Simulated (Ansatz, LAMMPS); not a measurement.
# Site preference of a vacancy of In in In2O3 with crystalline order left by the classical run (100 atoms): runs compared

Aim: make a vacancy of In at several sites of In2O3 with crystalline order left by the classical run (100 atoms), relax each, and compare their energies.

Computed with Ansatz 0.2.0: Kohn-Sham DFT, PBE, PAW (set soft_2), plane waves.

**1. The cell as built**

The cell holds 100 atoms: 40 In and 60 O. Cell: a = 11.142 Å, b = 11.142 Å, c = 11.142 Å, α = 90.0°, β = 90.0°, γ = 90.0°. 100 atoms (40 Sc, 60 O) placed at random at 3.63 g/cm³, melted at 5000 K for 10 ps at fixed volume with the Morse and Coulomb pair potential with partial charges (Pedone, Malavasi, Menziani, Cormack and Segre, J. Phys. Chem. B 110, 11780 (2006)). Quenched from 5000 K to 300 K at 20 K/ps and fixed volume, held 10 ps at zero pressure, then minimised at fixed cell. Then Sc was replaced by In and the cell scaled by 1.038 (the potential has no terms for the new elements, so the cell is a start for a DFT relaxation).

What the set-up can't give: The quench rate of 20 K/ps far exceeds what a furnace or splat quench reaches, so expect more defects and frozen-in strain than in a real sample. The network of bonds at the start is that of the classical potential that made the cell, and needn't be the one that DFT or experiment would give. Sampling is at Γ alone, for a cell whose shortest periodic width is 11 Å.

**2. The reference run**

The reference is a single point at the end of the relaxation.

Every defect cell starts from the geometry of this run and is relaxed in the fixed cell.

Its input, with most atom lines left out:

```yaml
crystal:
  lattice:
    - [11.14182, 0.0, 0.0]
    - [0.0, 11.14182, 0.0]
    - [0.0, 0.0, 11.14182]
  atoms:
    - { symbol: In, position: [0.69912, 0.74202, 0.63724] }
    - { symbol: In, position: [0.87966, 0.7074, 0.33311] }
    - { symbol: In, position: [0.13953, 0.69786, 0.19121] }
    - { symbol: In, position: [0.99246, 0.44379, 0.07488] }
    - { symbol: In, position: [0.03638, 0.21006, 0.57677] }
    - { symbol: In, position: [0.79008, 0.22697, 0.97848] }
    - { symbol: In, position: [0.89872, 0.45033, 0.79708] }
    [... atom lines 8 to 100 left out ...]
kpoints:
  mp_grid: { grid: [1, 1, 1] }
hamiltonian:
  xc: pbe
scf:
  occupations: { method: gaussian, width: 0.025 }
output:
  forces: true
  stress: true
  populations: true
  dos:
    method: { smearing: { sigma: 0.1 } }
    de: 0.1
    projected: { site_lists: { In: [In], O: [O] } }
  eigenvalues: true
  write_density: true
  write_potential: true
  volumetric_format: npy
```

| Property | Result |
| --- | --- |
| free energy per atom | -2579.5534 eV/atom |
| r.m.s. force component | 0.00841 eV/Å |
| pressure | -1.814 GPa |

Filled and empty levels are parted by 0.435 eV (at Γ alone); a semilocal functional tends to put such gaps too low. In a disordered cell it changes from sample to sample, and tail or defect levels can set it.

**3. The runs**

Each row is one run, on 4 threads of Arm Neoverse V1, shared host. The free energy is the program's total, comparable only between runs with the same functional, potentials and atoms.

```csv
run,atoms,outcome,"ionic steps, all passes",free energy (eV),time,host memory (GiB)
Single point at the start,100,converged,-,-257954.330,26 s,2.1
Relaxation,100,converged,6,-257955.339,1.9 min,2.1
Single point at the relaxed geometry,100,converged,-,-257955.339,44 s,2.1
"Vacancy of In, site In9",99,converged,6,-252350.594,4.4 min,2.2
"Vacancy of In, site In33",99,converged,8,-252350.091,5 min,2.2
"Vacancy of In, site In4",99,converged,6,-252349.810,3.8 min,2.2
"Vacancy of In, site In25",99,converged,22,-252349.859,14 min,2.2
"Vacancy of In, site In19",99,converged,6,-252349.669,3.7 min,2.2
"Vacancy of In, site In6",99,converged,8,-252349.541,6.2 min,2.2
```

The surroundings of site In9, the cheapest one, after relaxation: 10 atoms, nearest first, with positions taken from that point. Atoms keep their numbers of the cell before the removal, where the removed atom was number 9.

```csv
atom,x,y,z,distance (Å),bonds
O70,0.99,1.48,-1.04,2.06,3
O41,-1.84,1.12,0.24,2.17,3
O93,-0.33,-2.38,-0.25,2.42,3
O47,2.82,-1.17,0.03,3.06,4
O85,2.03,1.30,1.97,3.11,4
In30,2.71,0.23,-1.61,3.16,6
O96,0.03,-1.98,2.54,3.22,4
In29,1.60,-2.60,1.07,3.24,6
In27,1.78,2.80,0.53,3.36,6
In13,1.04,-0.08,3.27,3.43,6
```

The column of bonds counts only the pairs O-In within 2.77 Å; other neighbours, such as metal atoms beside each other in a compound, aren't counted, and periodic images can show an atom twice.

**4. The sites compared**

All these cells hold the same atoms, so their energies can be compared with no chemical potential.

```csv
site,neighbours,mean distance (Å),atoms within 6 Å,energy over the best site (eV),before relaxation (eV),gain on relaxing (eV)
In9,O4,2.10,64,0.00,0.00,1.36
In33,O6,2.27,63,0.50,0.95,1.81
In25,O6,2.22,63,0.74,0.82,1.44
In4,O6,2.23,62,0.78,0.74,1.32
In19,O6,2.25,62,0.93,0.80,1.23
In6,O5,2.20,63,1.05,0.89,1.20
```

Neighbours are those of the relaxed host within 2.68 Å (O-In); other pairs aren't counted.

**5. Findings**

The cheapest site is In9 (4 neighbours, O4); the dearest, In6 (5 neighbours, O5), costs 1.1 eV more. By coordination the energies over the best site are 0.00 eV with 4 neighbours, 1.05 eV with 5 neighbours and 0.50 to 0.93 eV with 6 neighbours. Relaxation gains 1.2 to 1.8 eV and leaves the best site the same.

Caveats: Defects are neutral and interact with their images. In a disordered cell the relaxation can also rearrange atoms far from the site. Only 6 of the 40 In sites were tried; unless symmetry makes the others alike to these, a cheaper one may exist. The change leaves an odd electron count, and these runs have no spin polarisation. The stress is far from hydrostatic: its diagonal is -1.3, -7.9, 3.8 GPa, compression counted positive. The pressure of -1.8 GPa says that the cell would shrink at this level of theory.

The DFT runs together took 40 min of wall time.

[Logs are printed without paths, hosts, clocks, repeated set-up lines and the standing remarks that a program may print on its own settings, such as how far it seeks lower states.]

[Hosts, paths, dates, database ids (printed as entryN), source tags and the programs' standing remarks are cut or masked in the printed files.]
